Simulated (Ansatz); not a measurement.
A computed optical spectrum

Method: Ansatz, PBE, independent particles, without spin-orbit coupling, line width 0.1 eV (Gaussian); metals get a typed carrier damping. The response is along the first axis of the cell.

```tsv
E (eV)	Im ε
0.00	0.00
0.50	0.00
1.00	0.00
1.50	0.00
2.00	0.00
2.50	0.00
3.00	0.09
3.50	0.42
4.00	0.59
4.50	1.01
5.00	2.37
5.50	1.39
6.00	1.25
6.50	1.22
7.00	1.35
7.50	2.26
8.00	2.80
8.50	4.45
9.00	2.63
9.50	2.05
10.00	1.48
```

All candidates were run at this level. Which one is shown?
A. Rb2H2SO (Pm)
B. NaZnH3 (Pm-3m)
C. BaSO (I4mm)
D. Sn2SO (P1)

A. Rb2H2SO (Pm): least direct gap 2.91 eV, ε∞ = 2.81 along the first axis, strongest peak along the first axis at 8.54 eV. The others: BaSO (I4mm), least direct gap 1.27 eV, ε∞ = 4.72 along the first axis, strongest peak along the first axis at 5.49 eV; Sn2SO (P1), least direct gap 1.30 eV, ε∞ = 11.07 along the first axis, strongest peak along the first axis at 3.18 eV; NaZnH3 (Pm-3m), a metal, with a Drude term, main peak of the conductivity above 1 eV at 3.96 eV.

Note: cells built here by substitution need not match a known phase.

[Logs are printed without paths, hosts, clocks, repeated set-up lines and the standing remarks that a program may print on its own settings, such as how far it seeks lower states.]
